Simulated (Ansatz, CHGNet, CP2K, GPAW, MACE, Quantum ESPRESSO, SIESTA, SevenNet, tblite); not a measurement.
**SIESTA on generalised stacking fault on (111) (shuffle set) of a GaAs-GaSb solid solution (48 atoms): settings against a plane-wave reference**

Wanted: SIESTA inputs and outputs for generalised stacking fault on (111) (shuffle set) of a GaAs-GaSb solid solution (48 atoms), checked against a plane-wave reference.

Calculated with SIESTA 5.4.2; the method is named at each step.

## (1) The structure

The cell holds 48 atoms: 24 Ga, 10 Sb and 14 As. Its edges and angles: a = 8.267 Å, b = 7.159 Å, c = 20.485 Å, α = 90.0°, β = 81.3°, γ = 90.0°. Zinc-blende GaAs lattice (a = 5.8453 Å, the value set for the mixture), cell with z along [111], 2 x 1 x 2 periods; the third cell vector is tilted by 0.750 of 1/2[1-10] and lengthened by 0 Å, so the cell holds one fault (shuffle set); displaced by a Gaussian of 0.01 Å; 10 of 24 As sites given to Sb at random (lattice constant by Vegard's rule between GaAs and GaSb). Then every atom was moved at random, 0.02 Å r.m.s. a Cartesian component. The structure's axis is c.

The yardstick, on the same geometry:

| Quantity | Value |
| --- | --- |
| method | Kohn-Sham DFT, PBE, SSSP efficiency 1.3.0 pseudopotentials, plane waves (Quantum ESPRESSO 7.5); sssp-pbe-1.3.0-efficiency, cutoffs 60/480 Ry, Γ point |
| r.m.s. force component | 0.6676 eV/Å |
| longest force | 2.354 eV/Å |
| pressure | 4.9 GPa |
| time | 13 min on 4 MPI ranks of Arm Neoverse V1, shared host |
| CPU time | 52 min |

## (2) PBE, DZP, shift 0.01 Ry, mesh 300 Ry

Method: Kohn-Sham DFT, PBE, PseudoDojo 0.4.1 norm-conserving pseudopotentials (converted to PSML), numerical atomic orbitals (DZP), diagonalisation.

The .psml files are PseudoDojo norm-conserving potentials that we converted to this format, checked against plane waves on the same files for H, C, O, Si, Ge and Ca alone.

input.fdf

```
SystemLabel cell
NumberOfAtoms 48
NumberOfSpecies 3
%block ChemicalSpeciesLabel
  1 31 Ga
  2 51 Sb
  3 33 As
%endblock ChemicalSpeciesLabel
LatticeConstant 1.0 Ang
%block LatticeVectors
  8.26650 0.00000 0.00000
  0.00000 7.15900 0.00000
  3.09994 0.00000 20.24871
%endblock LatticeVectors
PAO.BasisSize DZP
PAO.EnergyShift 0.01 Ry
XC.Functional GGA
XC.Authors PBE
MeshCutoff 300 Ry
%block kgrid_Monkhorst_Pack
  1 0 0 0.0
  0 1 0 0.0
  0 0 1 0.0
%endblock kgrid_Monkhorst_Pack
SolutionMethod diagon
OccupationFunction FD
ElectronicTemperature 580 K
SCF.Mixer.Method Pulay
SCF.Mixer.Weight 0.05
SCF.Mixer.History 8
SCF.Mix Hamiltonian
MaxSCFIterations 300
SCF.DM.Tolerance 1e-04
SCF.H.Tolerance 1.0e-3 eV
WriteForces T
Write.HirshfeldPop T
Write.VoronoiPop T
Write.DM F
Write.H F
XML.Write F
AtomicCoordinatesFormat Fractional
%block AtomicCoordinatesAndAtomicSpecies
  0.40003 0.49664 0.93738 1
  0.72514 0.50015 0.06298 2
  0.70648 0.82628 0.10505 1
  0.66191 0.83131 0.23009 3
  0.90172 0.50263 0.93830 1
  0.22930 0.49675 0.06160 3
  0.20864 0.82587 0.10497 1
  0.16609 0.83822 0.22843 3
  0.14734 0.00272 0.93821 1
  0.47719 0.99859 0.06404 3
  0.45891 0.33422 0.10482 1
  0.41654 0.33448 0.23026 3
  0.39757 0.66298 0.27103 1
  0.35359 0.66005 0.39342 3
  0.64880 0.16697 0.27040 1
  0.60462 0.15905 0.39404 2
  0.57991 0.50077 0.43795 1
  0.54062 0.49340 0.56230 2
  0.52736 0.83683 0.60369 1
  0.47926 0.83480 0.72851 2
  0.64917 0.99798 0.93840 1
  0.97465 0.00190 0.06312 2
  0.96290 0.33544 0.10235 1
  0.90920 0.33544 0.22743 3
  0.89705 0.66581 0.27036 1
  0.85279 0.66440 0.39772 2
  0.14848 0.16505 0.27020 1
  0.10674 0.16780 0.39560 3
  0.08460 0.50556 0.43597 1
  0.04411 0.50175 0.56264 3
  0.02347 0.83719 0.60274 1
  0.98019 0.82927 0.72829 3
  0.33828 0.00279 0.43459 1
  0.28661 0.00344 0.56356 3
  0.27473 0.32852 0.60422 1
  0.22835 0.33374 0.73077 3
  0.20734 0.66873 0.77182 1
  0.16655 0.66513 0.89565 2
  0.46145 0.17027 0.77055 1
  0.41307 0.16549 0.89757 2
  0.83453 0.99785 0.43945 1
  0.78788 0.00268 0.56223 2
  0.77783 0.33185 0.60317 1
  0.72361 0.33250 0.72633 3
  0.71123 0.66531 0.77191 1
  0.66155 0.66783 0.89589 3
  0.96083 0.16547 0.76938 1
  0.91386 0.16136 0.89587 2
%endblock AtomicCoordinatesAndAtomicSpecies
```

On the command line:

```console
OMP_NUM_THREADS=1 siesta < input.fdf > output.txt
```

The log of the run:

```text
Version         : 5.4.2
reinit: System Name:
reinit: System Label: cell
initatom: Reading input for the pseudopotentials and atomic orbitals ----------
Species number:   1 Atomic number:   31 Label: Ga
Species number:   2 Atomic number:   51 Label: Sb
Species number:   3 Atomic number:   33 Label: As
Ground state valence configuration (from tables):   4s02  4p01  4d00  4f00
Ground state valence configuration (from tables):   5s02  5p03  5d00  4f00
Ground state valence configuration (from tables):   4s02  4p03  4d00  4f00
---- Processing specs for species: Ga
GGA--PBE XC_GGA_X_PBE--XC_GGA_C_PBE pb
Semicore shell(s) with 10 electrons included in the valence for Ga
---- Processing specs for species: Sb
GGA--PBE XC_GGA_X_PBE--XC_GGA_C_PBE pb
Semicore shell(s) with 10 electrons included in the valence for Sb
---- Processing specs for species: As
GGA--PBE XC_GGA_X_PBE--XC_GGA_C_PBE pb
Semicore shell(s) with 10 electrons included in the valence for As
Semicore shell(s): 3d
Fallback to non-perturbative polarization scheme for Ga
Please see the manual if this is not desired in principle
Semicore shell(s): 4d
Fallback to non-perturbative polarization scheme for Sb
Please see the manual if this is not desired in principle
Semicore shell(s): 3d
Fallback to non-perturbative polarization scheme for As
Please see the manual if this is not desired in principle
Ga pseudopotential only contains V_ls up to l=2 -- lmxkb reset.
Sb pseudopotential only contains V_ls up to l=2 -- lmxkb reset.
As pseudopotential only contains V_ls up to l=2 -- lmxkb reset.
Using PAO.SplitTailNorm
%block ChemicalSpeciesLabel
    1   31 Ga                      # Species index, atomic number, species label
    2   51 Sb                      # Species index, atomic number, species label
    3   33 As                      # Species index, atomic number, species label
%endblock ChemicalSpeciesLabel
%block PAO.Basis                 # Define Basis set
Ga                    4                    # Species label, number of l-shells
 n=4   0   2                         # n, l, Nzeta
   5.761      4.135
   1.000      1.000
 n=4   1   2                         # n, l, Nzeta
   7.969      5.866
[...]
n=3   2   1                         # n, l, Nzeta
   3.094
   1.000
[...]
7.969
[...]
Sb                    4                    # Species label, number of l-shells
[...]
As                    4                    # Species label, number of l-shells
[...]
6.330      4.543
   1.000      1.000
 n=3   2   1                         # n, l, Nzeta
[...]
n=4   2   1                         # n, l, Nzeta
   6.330
   1.000
%endblock PAO.Basis
coor:   Atomic-coordinates input format  =     Fractional
siesta: System type = bulk
initatomlists: Number of atoms, orbitals, and projectors:     48   864   864
siesta: ******************** Simulation parameters ****************************
Total number of electrons:   672.000000
Total ionic charge:   672.000000
 Kpoints in:            1 . Kpoints trimmed:            1
siesta: k-grid: Number of k-points = 1
siesta: k-points from Monkhorst-Pack grid
siesta: k-cutoff (effective) =     3.579 Ang
siesta: k-point supercell and displacements
siesta: k-grid:     1     0     0      0.000
siesta: k-grid:     0     1     0      0.000
siesta: k-grid:     0     0     1      0.000
                     ====================================
                        Single-point calculation
                     ====================================
outcell: Unit cell vectors (Ang):
        8.266500    0.000000    0.000000
        0.000000    7.159000    0.000000
        3.099940    0.000000   20.248710
outcell: Cell vector modules (Ang)   :    8.266500    7.159000   20.484626
outcell: Cell angles (23,13,12) (deg):     90.0000     81.2960     90.0000
outcell: Cell volume (Ang**3)        :   1198.3161
Gamma-point calculation with interaction between periodic images
Gamma-point calculation with interaction between periodic images
Some features might not work optimally:
Some features might not work optimally:
e.g. DM initialization from atomic data
e.g. DM initialization from atomic data
new_DM -- step:     1
Initializing Density Matrix...
Attempting to read DM from file... Failed...
DM filled with atomic data:
InitMesh: MESH = 90 x 80 x 216 = 1555200
InitMesh: Mesh cutoff (required, used) =   300.000   314.496 Ry
stepf: Fermi-Dirac step function
        iscf     Eharris(eV)        E_KS(eV)     FreeEng(eV)     dDmax    Ef(eV) dHmax(eV)
   scf:    1  -115023.156663  -115037.725425  -115037.768280  1.268816 -3.416234  4.929989
   scf:    2  -115040.234837  -115039.028300  -115039.074334  0.013610 -3.426062  4.110435
   scf:    3  -115042.933186  -115041.149421  -115041.212424  0.028506 -3.452483  2.898225
[...]
scf:   19  -115043.509062  -115043.509056  -115043.648889  0.000019 -3.624429  0.001667
   scf:   20  -115043.509093  -115043.509075  -115043.648889  0.000040 -3.624377  0.000690
SCF Convergence by DM+H criterion
max |DM_out - DM_in|         :     0.0000396773
max |H_out - H_in|      (eV) :     0.0006896190
SCF cycle converged after 20 iterations
Using DM_out to compute the final energy and forces
siesta: E_KS(eV) =          -115043.5091
siesta: E_KS - E_eggbox =   -115043.5091
siesta: Atomic forces (eV/Ang):
     1    0.362269    0.433335    1.282872
     2    0.564649    0.145083   -1.346042
     3   -0.699949    0.648428    1.172101
[...]
47   -0.161832   -0.242533   -0.865832
    48   -0.307590    0.801330   -0.435546
----------------------------------------
   Tot    0.003567   -0.003006    0.004143
----------------------------------------
   Max    1.680444
   Res    0.664513    sqrt( Sum f_i^2 / 3N )
----------------------------------------
   Max    1.680444    constrained
Stress tensor Voigt[x,y,z,yz,xz,xy] (kbar):     -120.46      -16.29      -26.78        3.65      -13.33        2.29
(Free)E + p*V (eV/cell)  -115002.8796
Target enthalpy (eV/cell)  -115043.6489
siesta: Program's energy decomposition (eV):
siesta: Ebs     =    -14904.707118
siesta: Eions   =    126716.370184
siesta: Ena     =      5796.365837
siesta: Ekin    =     84546.538198
siesta: Enl     =    -50118.231327
siesta: DEna    =       375.780006
siesta: DUscf   =        10.552901
siesta: Ex      =    -27404.251404
siesta: Ec      =     -1533.893102
siesta: Exc     =    -28938.144506
siesta: Eharris =   -115043.509093
siesta: Etot    =   -115043.509075
siesta: FreeEng =   -115043.648889
siesta: Final energy (eV):
siesta:  Band Struct. =  -14904.707118
siesta:       Kinetic =   84546.538198
siesta:       Hartree =   35678.364916
siesta:         Exch. =  -27404.251404
siesta:         Corr. =   -1533.893102
siesta:   Exch.-corr. =  -28938.144506
siesta:  Ion-electron = -152077.656987
siesta:       Ion-ion =  -54252.610696
siesta:         Total = -115043.509075
siesta:         Fermi =      -3.624377
siesta: Stress tensor (static) (eV/Ang**3):
siesta:    -0.075184    0.001427   -0.008322
siesta:     0.001427   -0.010169    0.002281
siesta:    -0.008322    0.002280   -0.016713
siesta: Cell volume =       1198.316096 Ang**3
siesta: Pressure (static):
siesta:                Solid            Molecule  Units
siesta:           0.00037055          0.00027258  Ry/Bohr**3
siesta:           0.03402214          0.02502744  eV/Ang**3
siesta:          54.50948397         40.09837746  kBar
    Orbital volume contribution        =          44.088341 eV
    (Free)E + p_basis*V_orbitals       =     -114999.560548 eV
    (Free)Eharris+ p_basis*V_orbitals  =     -114999.560567 eV
Hirshfeld Atomic Populations:
Atom #   charge [q] valence [e]  Species
     1     0.105674   12.894326  Ga
     2    -0.056230   15.056230  Sb
     3     0.097488   12.902512  Ga
     4    -0.141398   15.141398  As
     5     0.093585   12.906415  Ga
     6    -0.150556   15.150556  As
[...]
8    -0.133478   15.133478  As
[...]
16    -0.050168   15.050168  Sb
[...]
18    -0.053485   15.053485  Sb
[...]
--------------------
 Total     0.000005
Voronoi Atomic Populations:
Atom #   charge [q] valence [e]  Species
[...]
42    -0.000578   15.000578  Sb
[...]
44    -0.153864   15.153864  As
    45     0.099520   12.900480  Ga
    46    -0.141634   15.141634  As
    47     0.110142   12.889858  Ga
    48    -0.011909   15.011909  Sb
--------------------
 Total     0.000005
```

Elapsed: 5.6 min, on 1 thread of Arm Neoverse V1, shared host; peak memory 1.2 GiB.

Banners, paths, timers and routine set-up lines are dropped from the logs unmarked, and long logs keep their key lines alone; longer cuts are marked.

Against the reference:

- r.m.s. force component: 0.6645 eV/Å
- r.m.s. difference of force components: 41.62 meV/Å
- longest difference of force vectors: 137 meV/Å
- force difference over r.m.s. force: 6.235 %
- slope of forces against the reference's: 0.9935
- correlation of force components: 0.9981
- pressure: 5.451 GPa
- pressure difference: 0.5509 GPa

Length of the force difference by element (eV/Å):

```tsv
element	atoms	mean	most
As	14	0.067	0.098
Ga	24	0.069	0.14
Sb	10	0.059	0.12
```

The surroundings of Ga9, whose charge lies farthest from its element's mean, nearest first, numbered as they follow in the input and with coordinates relative to it.

```tsv
atom	x	y	z	distance (Å)	bonds	Hirshfeld charge (e)	Fx	Fy	Fz (eV/Å)
Ga9	0.00	0.00	0.00	0.00	4	0.07	-0.25	-0.68	1.20
Sb48	-2.06	1.14	-0.86	2.50	4	-0.05	-0.31	0.80	-0.44
Sb40	2.07	1.17	-0.82	2.51	4	-0.04	0.21	0.08	-0.42
Sb38	0.03	-2.42	-0.86	2.57	4	-0.04	0.08	0.62	0.09
Sb22	-1.04	-0.01	2.53	2.73	4	-0.06	0.51	0.02	-1.04
Ga7	1.02	-1.27	3.38	3.75	4	0.12	0.93	-0.73	0.54
As10	3.12	-0.03	2.55	4.03	4	-0.16	0.40	0.38	-0.68
Ga1	2.09	3.54	-0.02	4.11	4	0.11	0.36	0.43	1.28
Ga5	-2.03	3.58	0.00	4.11	4	0.09	-1.68	-0.15	0.75
```

Forces lie 6.2 % from the reference's, at 0.11 times its CPU time (on 1 against 4 cores).

## (3) PBE, SZ, shift 0.01 Ry, mesh 300 Ry

Method: Kohn-Sham DFT, PBE, PseudoDojo 0.4.1 norm-conserving pseudopotentials (converted to PSML), numerical atomic orbitals (SZ), diagonalisation.

input.fdf: that of step 2 with these lines changed.

```diff
@@ -14,3 +14,3 @@
 %endblock LatticeVectors
-PAO.BasisSize DZP
+PAO.BasisSize SZ
 PAO.EnergyShift 0.01 Ry
```

The log of the run:

```text
Version         : 5.4.2
reinit: System Name:
reinit: System Label: cell
initatom: Reading input for the pseudopotentials and atomic orbitals ----------
Species number:   1 Atomic number:   31 Label: Ga
Species number:   2 Atomic number:   51 Label: Sb
Species number:   3 Atomic number:   33 Label: As
Ground state valence configuration (from tables):   4s02  4p01  4d00  4f00
Ground state valence configuration (from tables):   5s02  5p03  5d00  4f00
Ground state valence configuration (from tables):   4s02  4p03  4d00  4f00
---- Processing specs for species: Ga
[... lines left out ...]
        iscf     Eharris(eV)        E_KS(eV)     FreeEng(eV)     dDmax    Ef(eV) dHmax(eV)
[... lines left out ...]
SCF Convergence by DM+H criterion
[... lines left out ...]
SCF cycle converged after 18 iterations
[... lines left out ...]
   Max    2.186978
[... lines left out ...]
   Max    2.186978    constrained
Stress tensor Voigt[x,y,z,yz,xz,xy] (kbar):     -147.00      -47.26      -56.34        6.92      -16.27        3.34
[... lines left out ...]
siesta: FreeEng =   -114998.647868
[... lines left out ...]
siesta:         Fermi =      -3.560808
[... lines left out ...]
siesta:     0.002087   -0.029500    0.004316
siesta:    -0.010155    0.004316   -0.035165
siesta: Cell volume =       1198.316096 Ang**3
siesta: Pressure (static):
siesta:                Solid            Molecule  Units
siesta:           0.00056786          0.00042117  Ry/Bohr**3
siesta:           0.05213872          0.03867004  eV/Ang**3
siesta:          83.53544082         61.95623638  kBar
    Orbital volume contribution        =          21.550507 eV
    (Free)E + p_basis*V_orbitals       =     -114977.097361 eV
    (Free)Eharris+ p_basis*V_orbitals  =     -114977.097364 eV
Hirshfeld Atomic Populations:
Atom #   charge [q] valence [e]  Species
     1     0.102870   12.897130  Ga
     2    -0.042228   15.042228  Sb
     3     0.099462   12.900538  Ga
     4    -0.150525   15.150525  As
     5     0.084090   12.915910  Ga
     6    -0.163387   15.163387  As
[...]
8    -0.137834   15.137834  As
[...]
16    -0.033051   15.033051  Sb
[...]
18    -0.039247   15.039247  Sb
[...]
--------------------
 Total     0.000004
Voronoi Atomic Populations:
Atom #   charge [q] valence [e]  Species
[...]
42     0.001290   14.998710  Sb
[...]
44    -0.182420   15.182420  As
    45     0.118837   12.881163  Ga
    46    -0.171012   15.171012  As
    47     0.127925   12.872075  Ga
    48    -0.008093   15.008093  Sb
--------------------
 Total     0.000004
```

Run time: 85 s. Hardware: 1 thread; peak memory 0.62 GiB.

Against the reference:

```yaml
r_m_s_force_component: 0.8577 eV/Å
r_m_s_difference_of_force_components: 201.8 meV/Å
longest_difference_of_force_vectors: 692.6 meV/Å
force_difference_over_r_m_s_force: 30.23 %
slope_of_forces_against_the_reference_s: 1.28
correlation_of_force_components: 0.996
pressure: 8.354 GPa
pressure_difference: 3.454 GPa
```

This is a coarse setting, run to see what it loses.

Against the first run (6.2 %), the force difference from the reference is 30 %, at 0.25 times the CPU time, with 432 basis functions against 864: the smaller basis costs accuracy.

(Part 1 of 2 ends here.)

[Also dropped from logs without a mark: logging warnings of Python, and SIESTA's first energy breakdown and zero terms.]

[Logs are printed without paths, hosts, clocks, repeated set-up lines and the standing remarks that a program may print on its own settings, such as how far it seeks lower states.]

[Hosts, paths, dates, database ids (printed as entryN), source tags and the programs' standing remarks are cut or masked in the printed files.]
